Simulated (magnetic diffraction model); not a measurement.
## Magnetic neutron pattern of Ce2FeSi2Pt

Space group Imm2 (no. 44), a = 4.0020 Å, b = 4.1210 Å, c = 14.4930 Å.

```
site  atom    x    y       z
  2a    Pt  1/2  1/2  0.0859
  2a    Ce  1/2  1/2  0.4937
  2b    Ce    0  1/2  0.2501
  2b    Fe  1/2    0  0.3342
  2a    Si    0    0  0.4095
  2b    Si  1/2    0  0.1741
```

The compound is invented for this exercise: a known structure type with other elements, its cell scaled to their sizes and not relaxed.

Only Ce is taken to order (form factors of Ce3+); orders and moment sizes are assumed, and not adapted to the symmetry. Radiation: neutrons of λ = 2.0775 Å, 3° to 65°; isotropic B of 0.17 Å² (Pt), 0.21 Å² (Ce), 0.3 Å² (Fe) and 0.28 Å² (Si). The intensities are simulated: I ∝ L Σ (|F_N|² + |F_M⊥|²) for unpolarised neutrons, with F_M = 2.695 fm/μB × Σ f(s) S exp(2πi Q·r) exp(−B s²) at Q = H ± k (one set where k and −k are equivalent), only the part normal to Q counting and L = 1/(sin²θ cos θ). For a modulated order the moment at position r is S exp(−2πi k·r) + c.c., with S = m/2 for a sine wave of amplitude m and S = m(u + iv)/2 for moments turning in a plane, u and v being orthogonal unit vectors in it; the phase factor of the sum at Q = H + k is then exp(2πi H·r). Form factors are spin-only for 3d ions and dipole or tabulated for f ions, scattering lengths are Sears's of 1992, and absorption is left out. A label names one of the reflections at its angle. The strongest nuclear line in the range is 100, and lines under 0.2 are left out.

Assume the order k = (1/3 0 0), moments turning in the plane of [001] and [100], 1.9 μB on Ce; signs + at (1/2, 1/2, 0.4937), − at (0, 1/2, 0.2501).

Predict the pattern, nuclear and magnetic parts apart.

| 2θ (°) | index | nuclear | magnetic |
| --- | --- | --- | --- |
| 16.48 | (0 0 2) | 0.2 | 0.0 |
| 19.28 | (1/3 0 2) | 0.0 | 10.4 |
| 21.59 | (2/3 0 1) | 0.0 | 4.3 |
| 30.38 | (0 1 1) | 19.4 | 0.0 |
| 31.24 | (1 0 1) | 18.8 | 0.0 |
| 32.04 | (1/3 1 1) | 0.0 | 6.3 |
| 32.04 | (2/3 0 3) | 0.0 | 1.6 |
| 33.32 | (0 0 4) | 6.5 | 0.0 |
| 35.61 | (2/3 1 0) | 0.0 | 4.8 |
| 38.70 | (0 1 3) | 14.1 | 0.0 |
| 39.40 | (1 0 3) | 11.8 | 0.0 |
| 40.05 | (1/3 1 3) | 0.0 | 3.8 |
| 41.39 | (4/3 0 1) | 0.0 | 1.1 |
| 45.81 | (1 1 2) | 100.0 | 0.0 |
| 46.90 | (2/3 0 5) | 0.0 | 0.9 |
| 48.09 | (4/3 0 3) | 0.0 | 0.6 |
| 49.56 | (2/3 1 4) | 0.0 | 3.7 |
| 50.70 | (4/3 1 0) | 0.0 | 1.7 |
| 51.97 | (0 1 5) | 42.7 | 0.0 |
| 52.04 | (1/3 0 6) | 0.0 | 1.2 |
| 52.52 | (1 0 5) | 33.1 | 0.0 |
| 53.05 | (1/3 1 5) | 0.0 | 1.2 |
| 54.22 | (5/3 0 2) | 0.0 | 1.1 |
| 54.98 | (1 1 4) | 0.4 | 0.0 |
| 59.76 | (4/3 0 5) | 0.0 | 0.5 |
| 60.55 | (0 2 0) | 35.2 | 0.0 |
| 60.77 | (5/3 1 1) | 0.0 | 1.0 |
| 62.03 | (4/3 1 4) | 0.0 | 2.0 |
| 62.55 | (2 0 0) | 33.5 | 0.0 |
| 64.11 | (2/3 0 7) | 0.0 | 0.3 |
| 64.17 | (1/3 2 2) | 0.0 | 2.9 |

The strongest magnetic line in the range is (1/3 0 2) at 19.28° (10.4). On top of the Lorentz factor, which all lines share, magnetic lines fade with angle because f falls: for Ce3+ it is 0.96, 0.86, 0.71 and 0.43 at sin θ/λ = 0.1, 0.2, 0.3 and 0.5 Å⁻¹, while nuclear lengths stay constant. The order has no net moment.

[Logs are printed without paths, hosts, clocks, repeated set-up lines and the standing remarks that a program may print on its own settings, such as how far it seeks lower states.]
